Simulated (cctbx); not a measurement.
# Mg12Cd3Pt with cctbx, script by script

Library: cctbx 2025.11.

## 1. Energy scan

run.py:

```python
from cctbx import adptbx, crystal, miller, xray
from cctbx.array_family import flex
from cctbx.eltbx import sasaki

cs = crystal.symmetry(unit_cell=(6.308, 6.308, 9.976, 90, 90, 120), space_group_symbol='Hall: P -6 2')  # P-6m2
atoms = [  # label, site, U (iso, or U11 U22 U33 U12 U13 U23 in A^2), occupancy
    ("Pt1", (2/3, 1/3, 0), (0.0075, 0.0075, 0.0076, 0.0038, 0.0000, 0.0000), 1),
    ("Cd1", (0.1651, 0.8349, 0), (0.0087, 0.0087, 0.0083, 0.0056, 0.0000, 0.0000), 1),
    ("Mg1", (1/3, 2/3, 0.7555), (0.0137, 0.0137, 0.0121, 0.0069, 0.0000, 0.0000), 1),
    ("Mg2", (0.329, 0.1645, 0.7384), (0.0143, 0.0141, 0.0157, 0.0072, 0.0005, 0.0002), 1),
    ("Mg3", (0.1683, 0.8317, 0.5), (0.0120, 0.0120, 0.0095, 0.0063, 0.0000, 0.0000), 1),
    ("Mg4", (2/3, 1/3, 0.5), (0.0174, 0.0174, 0.0145, 0.0087, 0.0000, 0.0000), 1),
]
xs = xray.structure(crystal_symmetry=cs)
for label, site, u, occ in atoms:
    u = adptbx.u_cif_as_u_star(cs.unit_cell(), u) if isinstance(u, tuple) else u
    xs.add_scatterer(xray.scatterer(label, site=site, u=u, occupancy=occ))
hkl = [(1, 1, 2), (0, 0, 1), (0, 2, 1), (0, 1, 1)]
ms = miller.set(cs, flex.miller_index(hkl + [tuple(-v for v in h) for h in hkl]), anomalous_flag=True)
print("E (eV)    f'(Cd)   f''   " + "".join("%16s" % ("|F|" + " ".join(map(str, h))) for h in hkl))
for e in [26111, 26461, 26591, 26651, 26681, 26696, 26703, 26707, 26715, 26719, 26726, 26741, 26771, 26861, 27111]:
    xs.set_inelastic_form_factors(12398.42 / e, "sasaki")
    t = sasaki.table("Cd").at_ev(e)
    f = flex.abs(ms.structure_factors_from_scatterers(xs, algorithm="direct").f_calc().data())
    n = len(hkl)
    print("%7.0f %7.2f %6.2f  " % (e, t.fp(), t.fdp()) + "".join("%9.1f/%6.1f" % (f[k], f[k + n]) for k in range(n)))
```

```console
$ python run.py
```

```text
E (eV)    f'(Cd)   f''           |F|1 1 2        |F|0 0 1        |F|0 2 1        |F|0 1 1
  26111   -3.33   0.58       28.9/  28.9    156.6/ 156.6    138.1/ 137.9     30.5/  30.5
  26461   -4.12   0.57       29.6/  29.6    154.2/ 154.2    135.8/ 135.6     31.3/  31.3
  26591   -4.79   0.56       30.3/  30.3    152.2/ 152.2    133.8/ 133.6     32.0/  31.9
  26651   -5.43   0.56       30.9/  30.9    150.3/ 150.3    132.0/ 131.7     32.6/  32.6
  26681   -6.07   0.56       31.5/  31.5    148.4/ 148.4    130.1/ 129.9     33.2/  33.2
  26696   -6.69   0.56       32.1/  32.1    146.5/ 146.5    128.3/ 128.1     33.8/  33.8
  26703   -7.20   0.56       32.6/  32.6    145.0/ 145.0    126.8/ 126.6     34.3/  34.3
  26707   -7.80   0.56       33.2/  33.2    143.2/ 143.2    125.0/ 124.8     34.9/  34.9
  26715   -8.69   3.60       33.9/  33.9    141.2/ 141.2    123.4/ 122.7     35.7/  35.5
  26719   -7.80   3.60       33.0/  33.0    143.8/ 143.8    125.9/ 125.3     34.9/  34.6
  26726   -6.93   3.60       32.2/  32.2    146.4/ 146.4    128.5/ 127.9     34.0/  33.7
  26741   -6.18   3.59       31.4/  31.4    148.7/ 148.7    130.7/ 130.1     33.3/  33.0
  26771   -5.46   3.59       30.7/  30.7    150.8/ 150.8    132.7/ 132.2     32.5/  32.3
  26861   -4.53   3.57       29.8/  29.8    153.6/ 153.6    135.4/ 134.9     31.6/  31.4
  27111   -3.53   3.51       28.8/  28.8    156.5/ 156.5    138.3/ 137.8     30.6/  30.4
```

Run time: 0.47 s on 1 thread of Arm Neoverse N1, with other jobs on the host, peak memory 0.07 GiB.

[Logs are printed without paths, hosts, clocks, repeated set-up lines and the standing remarks that a program may print on its own settings, such as how far it seeks lower states.]
